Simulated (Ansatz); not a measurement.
# Te on Al(110): change of the work function, part 2 of 6

Wanted: Δφ(θ) for Te/Al(110), starting from the hollow site.

Ansatz 0.2.0; plane-wave DFT, PBE, Ansatz PAW.

So far, work function, upper face (eV): step 2 (the clean slab) 3.99.

**3. The covered slab, k-mesh 3×4×1, coverage 0.111 ML**

System of this step: Te/Al(110). The cell holds 46 atoms: 45 Al and 1 Te. Cell: a = 12.150 Å, b = 8.591 Å, c = 24.750 Å, α = 90.0°, β = 90.0°, γ = 90.0°. Vacuum lies along c.

The clean slab as it ended is repeated in the plane and the adsorbate is set on one face; the cell's size fixes the coverage, and the k-mesh shrinks with it to keep the sampling density about even. Adsorbate and upper layers relax, since the dipole depends on the height.

File input.yaml:

```yaml
crystal:
  lattice:
    - [12.15, 0.0, 0.0]
    - [0.0, 8.5913473914, 0.0]
    - [0.0, 0.0, 24.7502621437]
  atoms:
    - { symbol: Al, position: [0.0, 0.0, 0.3636325122] }
    - { symbol: Al, position: [0.1666666667, 0.1666666667, 0.4214860905] }
    - { symbol: Al, position: [0.0, 0.0, 0.4781571122] }
    - { symbol: Al, position: [0.1666666667, 0.1666666667, 0.5377938848] }
    - { symbol: Al, position: [0.0, 0.0, 0.5912899694] }
    - { symbol: Al, position: [0.0, 0.3333333333, 0.3636325122] }
    - { symbol: Al, position: [0.1666666667, 0.5, 0.4214860905] }
    - { symbol: Al, position: [0.0, 0.3333333333, 0.4781571122] }
    - { symbol: Al, position: [0.1666666667, 0.5, 0.5377938848] }
    - { symbol: Al, position: [0.0, 0.3333333333, 0.5912899694] }
    - { symbol: Al, position: [0.0, 0.6666666667, 0.3636325122] }
    - { symbol: Al, position: [0.1666666667, 0.8333333333, 0.4214860905] }
    - { symbol: Al, position: [0.0, 0.6666666667, 0.4781571122] }
    - { symbol: Al, position: [0.1666666667, 0.8333333333, 0.5377938848] }
    - { symbol: Al, position: [0.0, 0.6666666667, 0.5912899694] }
    - { symbol: Al, position: [0.3333333333, 0.0, 0.3636325122] }
    - { symbol: Al, position: [0.5, 0.1666666667, 0.4214860905] }
    - { symbol: Al, position: [0.3333333333, 0.0, 0.4781571122] }
    - { symbol: Al, position: [0.5, 0.1666666667, 0.5377938848] }
    - { symbol: Al, position: [0.3333333333, 0.0, 0.5912899694] }
    - { symbol: Al, position: [0.3333333333, 0.3333333333, 0.3636325122] }
    - { symbol: Al, position: [0.5, 0.5, 0.4214860905] }
    - { symbol: Al, position: [0.3333333333, 0.3333333333, 0.4781571122] }
    - { symbol: Al, position: [0.5, 0.5, 0.5377938848] }
    - { symbol: Al, position: [0.3333333333, 0.3333333333, 0.5912899694] }
    - { symbol: Al, position: [0.3333333333, 0.6666666667, 0.3636325122] }
    - { symbol: Al, position: [0.5, 0.8333333333, 0.4214860905] }
    - { symbol: Al, position: [0.3333333333, 0.6666666667, 0.4781571122] }
    - { symbol: Al, position: [0.5, 0.8333333333, 0.5377938848] }
    - { symbol: Al, position: [0.3333333333, 0.6666666667, 0.5912899694] }
    - { symbol: Al, position: [0.6666666667, 0.0, 0.3636325122] }
    - { symbol: Al, position: [0.8333333333, 0.1666666667, 0.4214860905] }
    - { symbol: Al, position: [0.6666666667, 0.0, 0.4781571122] }
    - { symbol: Al, position: [0.8333333333, 0.1666666667, 0.5377938848] }
    - { symbol: Al, position: [0.6666666667, 0.0, 0.5912899694] }
    - { symbol: Al, position: [0.6666666667, 0.3333333333, 0.3636325122] }
    - { symbol: Al, position: [0.8333333333, 0.5, 0.4214860905] }
    - { symbol: Al, position: [0.6666666667, 0.3333333333, 0.4781571122] }
    - { symbol: Al, position: [0.8333333333, 0.5, 0.5377938848] }
    - { symbol: Al, position: [0.6666666667, 0.3333333333, 0.5912899694] }
    - { symbol: Al, position: [0.6666666667, 0.6666666667, 0.3636325122] }
    - { symbol: Al, position: [0.8333333333, 0.8333333333, 0.4214860905] }
    - { symbol: Al, position: [0.6666666667, 0.6666666667, 0.4781571122] }
    - { symbol: Al, position: [0.8333333333, 0.8333333333, 0.5377938848] }
    - { symbol: Al, position: [0.6666666667, 0.6666666667, 0.5912899694] }
    - { symbol: Te, position: [0.1666666667, 0.1666666667, 0.6363674878] }
kpoints:
  mp_grid: { grid: [3, 4, 1] }
hamiltonian:
  xc: pbe
scf:
  occupations: { method: fermi_dirac, width: 0.1 }
  convergence: { dr2_threshold: 1.0e-08 }
efield:
  axis: 3
  dipole_correction: true
  ramp_position: 0.97
  ramp_width: 0.06
relax:
  f_tol: 0.02
  max_steps: 60
  constraints:
    - { sites: [0, 1, 5, 6, 10, 11, 15, 16, 20, 21, 25, 26, 30, 31, 35, 36, 40, 41] }
output:
  bader: true
  write_potential: true
  write_density: true
  volumetric_format: npy
```

Started as:

```sh
ansatz run input.yaml --threads 4 --pin off --max-ram 6144MiB --backend cpu --events-out ev --progress --plain --runs-dir out
```

Numbers of over 12 decimals in the logs are rounded to 6 here.

What it wrote:

```text
[...]
Crystal: 46 atoms, lattice volume = 2583.553 Å³
Basis set: ecut = 420 eV, 50539 PW (Γ), exchange–correlation on 180×120×360 points (8 copies of the dense FFT grid, shifted against one another)
Bands: 122, of which v1, the nominal top of the filled ones, is band 76 counted from 1 (75 counted from 0)
Symmetry: 4 space group operations
[...]
k-points: 6 of 12
[...]
SCF iter   1: F=—  HF=-31155.074608 eV  |F-HF|=—  |Δ(HF+E_count)|=         —  Δρ=1.24e-3  dr2=2.60e-1  ethr=1.77e-3  p=-0.005 e·Å  D=-3.45e-4 V/Å  ΔV_dip=0.01 eV  dr2_dipole=6.84e-2  V_vac-E_F(+/−)=3.99/3.98 eV  ⟨swp⟩=13.3  Hψ=4428  notcnv=0  defer=8
[...]
SCF iter   8: F=-31155.067819 eV  HF=-31155.067819 eV  |F-HF|=1.78e-8  |Δ(HF+E_count)|=   1.51e-7  Δρ=2.58e-7  dr2=2.60e-9  ethr=6.62e-12  p=0.061 e·Å  D=4.24e-3 V/Å  ΔV_dip=-0.11 eV  dr2_dipole=6.70e-12  V_vac-E_F(+/−)=3.92/4.02 eV  ⟨swp⟩=11.0  Hψ=4971  notcnv=0
SCF 1 converged in 8 iterations: F = -31155.067819 eV  dr2 = 2.60e-9
[...]
relax step   1: F+E_penalty+E_count = -31155.06781879 eV  Δ(F+E_penalty+E_count) = +0.000e0 eV  max|allowed force component| = 4.171e0 eV/Å  Δτ_max = 0.0000 Å  (8 SCF iters, accepted)
[...]
SCF iter   8: F=-31155.867430 eV  HF=-31155.867430 eV  |F-HF|=1.60e-8  |Δ(HF+E_count)|=   2.35e-7  Δρ=2.42e-7  dr2=3.67e-9  ethr=6.62e-12  p=0.014 e·Å  D=1.01e-3 V/Å  ΔV_dip=-0.02 eV  dr2_dipole=1.37e-10  V_vac-E_F(+/−)=4.01/4.03 eV  ⟨swp⟩=11.2  Hψ=4965  notcnv=0
SCF 2 converged in 8 iterations: F = -31155.867430 eV  dr2 = 3.67e-9
relax step   2: F+E_penalty+E_count = -31155.86743046 eV  Δ(F+E_penalty+E_count) = -7.996e-1 eV  max|allowed force component| = 1.174e0 eV/Å  Δτ_max = 0.1947 Å  (8 SCF iters, accepted)
SCF iter   1: F=—  HF=-31156.046180 eV  |F-HF|=—  |Δ(HF+E_count)|=         —  Δρ=1.23e-3  dr2=1.01e-1  ethr=8.00e-4  p=0.014 e·Å  D=1.01e-3 V/Å  ΔV_dip=-0.02 eV  dr2_dipole=1.02e-5  V_vac-E_F(+/−)=4.02/4.04 eV  ⟨swp⟩=6.3  Hψ=2194  notcnv=0  defer=14
[...]
SCF iter   8: F=-31156.034096 eV  HF=-31156.034096 eV  |F-HF|=2.37e-8  |Δ(HF+E_count)|=   1.87e-7  Δρ=2.92e-7  dr2=3.64e-9  ethr=6.62e-12  p=-0.025 e·Å  D=-1.78e-3 V/Å  ΔV_dip=0.04 eV  dr2_dipole=6.68e-12  V_vac-E_F(+/−)=4.09/4.04 eV  ⟨swp⟩=11.2  Hψ=5017  notcnv=0
SCF 3 converged in 8 iterations: F = -31156.034096 eV  dr2 = 3.64e-9
relax step   3: F+E_penalty+E_count = -31156.03409621 eV  Δ(F+E_penalty+E_count) = -1.667e-1 eV  max|allowed force component| = 2.260e-1 eV/Å  Δτ_max = 0.1948 Å  (8 SCF iters, accepted)
[...]
relax step   4: F+E_penalty+E_count = -31156.06432535 eV  Δ(F+E_penalty+E_count) = -3.023e-2 eV  max|allowed force component| = 3.634e-1 eV/Å  Δτ_max = 0.2000 Å  (8 SCF iters, accepted)
[...]
relax step   5: F+E_penalty+E_count = -31156.10937775 eV  Δ(F+E_penalty+E_count) = -4.505e-2 eV  max|allowed force component| = 1.490e-1 eV/Å  Δτ_max = 0.0968 Å  (8 SCF iters, accepted)
[...]
relax step   6: F+E_penalty+E_count = -31156.13555893 eV  Δ(F+E_penalty+E_count) = -2.618e-2 eV  max|allowed force component| = 9.958e-2 eV/Å  Δτ_max = 0.0801 Å  (7 SCF iters, accepted)
[...]
relax step   7: F+E_penalty+E_count = -31156.13932543 eV  Δ(F+E_penalty+E_count) = -3.766e-3 eV  max|allowed force component| = 3.733e-2 eV/Å  Δτ_max = 0.0220 Å  (7 SCF iters, accepted)
SCF iter   1: F=—  HF=-31156.139085 eV  |F-HF|=—  |Δ(HF+E_count)|=         —  Δρ=2.60e-4  dr2=4.31e-3  ethr=5.75e-5  p=-0.086 e·Å  D=-6.02e-3 V/Å  ΔV_dip=0.15 eV  dr2_dipole=6.94e-6  V_vac-E_F(+/−)=4.21/4.06 eV  ⟨swp⟩=4.5  Hψ=1637  notcnv=0  defer=15
[...]
SCF iter   7: F=-31156.139747 eV  HF=-31156.139747 eV  |F-HF|=8.47e-9  |Δ(HF+E_count)|=   6.10e-8  Δρ=1.48e-7  dr2=1.32e-9  ethr=6.62e-12  p=-0.084 e·Å  D=-5.91e-3 V/Å  ΔV_dip=0.15 eV  dr2_dipole=2.55e-12  V_vac-E_F(+/−)=4.21/4.06 eV  ⟨swp⟩=11.0  Hψ=4674  notcnv=0
SCF 8 converged in 7 iterations: F = -31156.139747 eV  dr2 = 1.32e-9
relax step   8: F+E_penalty+E_count = -31156.13974669 eV  Δ(F+E_penalty+E_count) = -4.213e-4 eV  max|allowed force component| = 1.603e-2 eV/Å  Δτ_max = 0.0313 Å  (7 SCF iters, accepted)
NSCF: frozen V_eff on 6 k-points
[...]
SCF converged after 7 iterations
Free energy (F): -31156.139747 eV
[...]
Internal energy: -31155.465227 eV  (E = F + TS)
E sigma→0 (E₀):  -31155.802487 eV
Entropy (-TS):   -0.674520 eV (-14.663 meV/atom)
Fermi energy:    -0.428097 eV
Dipole field:    D = -0.005906 V/Å  (p = -0.084325 e·Å, saw-weighted, corrected)
Work function:   Φ+ = 4.2086 eV   Φ− = 4.0624 eV
[...]
--- Forces (eV/Å), atoms counted from 1 ---
  atom   1  Al    -0.05336238    -0.00721678     0.16134709
  atom   2  Al     0.00000000     0.00000000    -0.27015481
  atom   3  Al     0.00741348    -0.00500116     0.00396809
  atom   4  Al     0.00000000     0.00000000    -0.00428960
  atom   5  Al     0.00510352    -0.00253146    -0.00346261
  atom   6  Al    -0.05336238     0.00721678     0.16134709
  atom   7  Al     0.00000000    -0.06403214    -0.14838611
  atom   8  Al     0.00741348     0.00500116     0.00396809
  atom   9  Al     0.00000000     0.01253281    -0.00207195
  atom  10  Al     0.00510352     0.00253146    -0.00346261
  atom  11  Al     0.02349903    -0.00000000     0.25187708
  atom  12  Al     0.00000000     0.06403214    -0.14838611
  atom  13  Al    -0.00089778     0.00000000    -0.00383819
  atom  14  Al     0.00000000    -0.01253281    -0.00207195
  atom  15  Al     0.00192880     0.00000000     0.00162725
  atom  16  Al     0.05336238    -0.00721678     0.16134709
  atom  17  Al     0.02627727    -0.00000000    -0.15472002
  atom  18  Al    -0.00741348    -0.00500116     0.00396809
  atom  19  Al     0.01244133     0.00000000    -0.01603491
  atom  20  Al    -0.00510352    -0.00253146    -0.00346261
  atom  21  Al     0.05336238     0.00721678     0.16134709
  atom  22  Al     0.05786475    -0.05433001    -0.18836512
  atom  23  Al    -0.00741348     0.00500116     0.00396809
  atom  24  Al     0.00386159     0.00383663     0.00208037
  atom  25  Al    -0.00510352     0.00253146    -0.00346261
  atom  26  Al    -0.02349903     0.00000000     0.25187708
  atom  27  Al     0.05786475     0.05433001    -0.18836512
  atom  28  Al     0.00089778    -0.00000000    -0.00383819
  atom  29  Al     0.00386159    -0.00383663     0.00208037
  atom  30  Al    -0.00192880    -0.00000000     0.00162725
  atom  31  Al    -0.00000000    -0.06058382     0.17052166
  atom  32  Al    -0.02627727     0.00000000    -0.15472002
  atom  33  Al    -0.00000000    -0.00377455     0.01067542
  atom  34  Al    -0.01244133    -0.00000000    -0.01603491
  atom  35  Al     0.00000000    -0.00718948     0.00429915
  atom  36  Al    -0.00000000     0.06058382     0.17052166
  atom  37  Al    -0.05786475    -0.05433001    -0.18836512
  atom  38  Al     0.00000000     0.00377455     0.01067542
  atom  39  Al    -0.00386159     0.00383663     0.00208037
  atom  40  Al    -0.00000000     0.00718948     0.00429915
  atom  41  Al    -0.00000000     0.00000000     0.15398122
  atom  42  Al    -0.05786475     0.05433001    -0.18836512
  atom  43  Al     0.00000000     0.00000000    -0.00091526
  atom  44  Al    -0.00386159    -0.00383663     0.00208037
  atom  45  Al     0.00000000    -0.00000000    -0.00390416
  atom  46  Te     0.00000000     0.00000000    -0.00487597
  max |Σ_I F_I| component: 1.14e-5 eV/Å
--- Band table (eV; the first three rows and the last of 6) ---
  k-point 0: bands = [... 72 lower, -0.9311, -0.8386, -0.8068, -0.5855, -0.4567, -0.4322, -0.3265, -0.2277, ... 42 higher]
  k-point 1: bands = [... 72 lower, -0.6215, -0.4697, -0.2527, -0.2387, -0.1712, -0.1678, 0.0052, 0.0316, ... 42 higher]
  k-point 2: bands = [... 72 lower, -0.8318, -0.7373, -0.7004, -0.5921, -0.5648, -0.5396, -0.3046, 0.3489, ... 42 higher]
  k-point 5: bands = [... 72 lower, -0.6525, -0.3515, -0.3335, -0.0300, 0.1225, 0.2081, 0.2144, 0.2592, ... 42 higher]
--- Relaxed structure (8 steps of the walk, 8 accepted, 0 SCFs on fresh bases) ---
  F+E_penalty+E_count = -31156.13974669 eV   max|allowed force component| = 1.603e-2 eV/Å
  atoms:
    - { symbol: Al, position: [1.6666659598323747e-11, 1.666665959832375e-11, 0.363633] }
    - { symbol: Al, position: [0.166667, 0.166667, 0.4214860905] }
    - { symbol: Al, position: [-0.00227491, 0.000500028, 0.478324] }
    - { symbol: Al, position: [0.166667, 0.166667, 0.531735] }
    - { symbol: Al, position: [0.014930, -0.00176516, 0.595557] }
    - { symbol: Al, position: [1.6666659598323747e-11, 0.333333, 0.363633] }
    - { symbol: Al, position: [0.166667, 0.500000, 0.4214860905] }
    - { symbol: Al, position: [-0.00227491, 0.332833, 0.478324] }
    - { symbol: Al, position: [0.166667, 0.500511, 0.534750] }
    - { symbol: Al, position: [0.014930, 0.335098, 0.595557] }
    - { symbol: Al, position: [1.6666659598323747e-11, 0.666667, 0.363633] }
    - { symbol: Al, position: [0.166667, 0.833333, 0.4214860905] }
    - { symbol: Al, position: [-0.00114877, 0.666667, 0.478167] }
    - { symbol: Al, position: [0.166667, 0.832822, 0.534750] }
    - { symbol: Al, position: [0.00210272, 0.666667, 0.590728] }
    - { symbol: Al, position: [0.333333, 1.666665959832375e-11, 0.363633] }
    - { symbol: Al, position: [0.500000, 0.166667, 0.4214860905] }
    - { symbol: Al, position: [0.335608, 0.000500028, 0.478324] }
    - { symbol: Al, position: [0.487519, 0.166667, 0.544322] }
    - { symbol: Al, position: [0.318404, -0.00176516, 0.595557] }
    - { symbol: Al, position: [0.333333, 0.333333, 0.363633] }
    - { symbol: Al, position: [0.500000, 0.500000, 0.4214860905] }
    - { symbol: Al, position: [0.335608, 0.332833, 0.478324] }
    - { symbol: Al, position: [0.497923, 0.497724, 0.537458] }
    - { symbol: Al, position: [0.318404, 0.335098, 0.595557] }
    - { symbol: Al, position: [0.333333, 0.666667, 0.363633] }
    - { symbol: Al, position: [0.500000, 0.833333, 0.4214860905] }
    - { symbol: Al, position: [0.334482, 0.666667, 0.478167] }
    - { symbol: Al, position: [0.497923, 0.835609, 0.537458] }
    - { symbol: Al, position: [0.331231, 0.666667, 0.590728] }
    - { symbol: Al, position: [0.666667, 1.666665959832375e-11, 0.363633] }
    - { symbol: Al, position: [0.833333, 0.166667, 0.4214860905] }
    - { symbol: Al, position: [0.666667, 0.00374097, 0.477696] }
    - { symbol: Al, position: [0.845814, 0.166667, 0.544322] }
    - { symbol: Al, position: [0.666667, 0.000549945, 0.588527] }
    - { symbol: Al, position: [0.666667, 0.333333, 0.363633] }
    - { symbol: Al, position: [0.833333, 0.500000, 0.4214860905] }
    - { symbol: Al, position: [0.666667, 0.329592, 0.477696] }
    - { symbol: Al, position: [0.835410, 0.497724, 0.537458] }
    - { symbol: Al, position: [0.666667, 0.332783, 0.588527] }
    - { symbol: Al, position: [0.666667, 0.666667, 0.363633] }
    - { symbol: Al, position: [0.833333, 0.833333, 0.4214860905] }
    - { symbol: Al, position: [0.666667, 0.666667, 0.478359] }
    - { symbol: Al, position: [0.835410, 0.835609, 0.537458] }
    - { symbol: Al, position: [0.666667, 0.666667, 0.589800] }
    - { symbol: Te, position: [0.166667, 0.166667, 0.668260] }
--- Bader charges: 46 sites ---
  site symbol  charge [e]  shift [e]
     0     Al      0.0485     0.0000
     1     Al     -0.0158     0.0000
     2     Al     -0.0263     0.0000
     3     Al     -0.0701     0.0000
     4     Al      0.2268     0.0017
     5     Al      0.0485     0.0000
     6     Al     -0.0116     0.0000
     7     Al     -0.0264     0.0000
     8     Al     -0.0469     0.0000
     9     Al      0.2269     0.0017
    10     Al      0.0692     0.0001
    11     Al     -0.0116     0.0000
    12     Al     -0.0477     0.0003
    13     Al     -0.0469     0.0000
    14     Al      0.0126     0.0002
    15     Al      0.0486     0.0000
    16     Al     -0.0163     0.0000
    17     Al     -0.0264     0.0000
    18     Al      0.1120     0.0002
    19     Al      0.2269     0.0017
    20     Al      0.0485     0.0000
    21     Al     -0.0389     0.0000
    22     Al     -0.0263     0.0000
    23     Al      0.0299     0.0000
    24     Al      0.2268     0.0017
    25     Al      0.0692     0.0001
    26     Al     -0.0390     0.0000
    27     Al     -0.0477     0.0003
    28     Al      0.0299     0.0000
    29     Al      0.0126     0.0002
    30     Al      0.0462     0.0001
    31     Al     -0.0163     0.0000
    32     Al     -0.0806     0.0006
    33     Al      0.1120     0.0002
    34     Al     -0.0018     0.0006
    35     Al      0.0461     0.0001
    36     Al     -0.0389     0.0000
    37     Al     -0.0806     0.0006
    38     Al      0.0299     0.0000
    39     Al     -0.0018     0.0006
    40     Al      0.0580     0.0001
    41     Al     -0.0390     0.0000
    42     Al     -0.0772     0.0005
    43     Al      0.0299     0.0000
    44     Al      0.0248     0.0004
    45     Te     -0.9499     0.0072
  estimated error of the sums over rays = 5.2e-4 e
```

It took 5.9 min on 4 threads of Intel Xeon 6975P-C (Granite Rapids), shared host; peak memory 5 GiB.

Relaxation path:

```
step  energy less that of the first step (eV)  largest force component (eV/Å)
   1                                   0.0000                          4.1713
   2                                  -0.7996                          1.1745
   3                                  -0.9663                          0.2260
   4                                  -0.9965                          0.3634
   5                                  -1.0416                          0.1490
   6                                  -1.0677                          0.0996
   7                                  -1.0715                          0.0373
   8                                  -1.0719                          0.0160
```

Forces are held to the 4 operations that the run works with; a distortion that breaks them can't arise in this run.

The atoms that moved most (Å):

```
atom      dx      dy      dz  length
Te46   0.000   0.000   0.789   0.789
Al19  -0.152   0.000   0.162   0.222
Al34   0.152   0.000   0.162   0.222
Al20  -0.181  -0.015   0.106   0.210
Al25  -0.181   0.015   0.106   0.210
 Al5   0.181  -0.015   0.106   0.210
Al10   0.181   0.015   0.106   0.210
 Al4   0.000   0.000  -0.150   0.150
```

This step gave:

```
energy at zero smearing        : -31155.8025 eV
work function, upper face      : 4.209 eV
work function, lower face      : 4.062 eV
dipole along the normal        : -0.08432 e·Å
step between the vacuum levels : 0.1462 eV
```

Running mean over 1.432 Å of the planar mean; the ramp of the sawtooth is left out. Electron's electrostatic potential energy less the Fermi level against z:

```
z (Å)  electron's electrostatic potential energy less the Fermi level (eV)
  3.5                                                                 4.06
  4.0                                                                 4.06
  4.5                                                                 4.06
  5.0                                                                 4.06
  5.5                                                                 4.05
  6.0                                                                 4.03
  6.5                                                                 3.94
  7.0                                                                 3.66
  7.5                                                                 2.77
  8.0                                                                0.749
  8.5                                                                -1.58
  9.0                                                                -3.55
  9.5                                                                -4.39
 10.0                                                                -4.58
 10.5                                                                -4.67
 11.0                                                                -4.72
 11.5                                                                -4.70
 12.0                                                                -4.55
 12.5                                                                -4.45
 13.0                                                                -4.52
 13.5                                                                -4.77
 14.0                                                                -4.80
 14.5                                                                -4.29
 15.0                                                                -2.59
 15.5                                                               -0.442
 16.0                                                                 1.69
 16.5                                                                 2.88
 17.0                                                                 3.39
 17.5                                                                 3.66
 18.0                                                                 3.97
 18.5                                                                 4.14
 19.0                                                                 4.19
 19.5                                                                 4.20
 20.0                                                                 4.21
 20.5                                                                 4.21
 21.0                                                                 4.21
 21.5                                                                 4.21
```

The relaxation took 8 steps and lowered the energy by 1.1 eV; the largest force on the free atoms ends at 0.016 eV/Å.

The covered face has 4.21 eV, +0.21 eV against the clean one; the bare back face has moved by +0.07 eV, a measure of how thin the slab is.

(Part 2 of 6 ends here.)

[Logs are printed without paths, hosts, clocks, repeated set-up lines and the standing remarks that a program may print on its own settings, such as how far it seeks lower states.]

[Hosts, paths, dates, database ids (printed as entryN), source tags and the programs' standing remarks are cut or masked in the printed files.]

[Maps of the electrostatic potential energy from Ansatz leave out the sawtooth potential of an applied field or a dipole correction, so their vacuum need not be flat; planar profiles and work functions include it.]
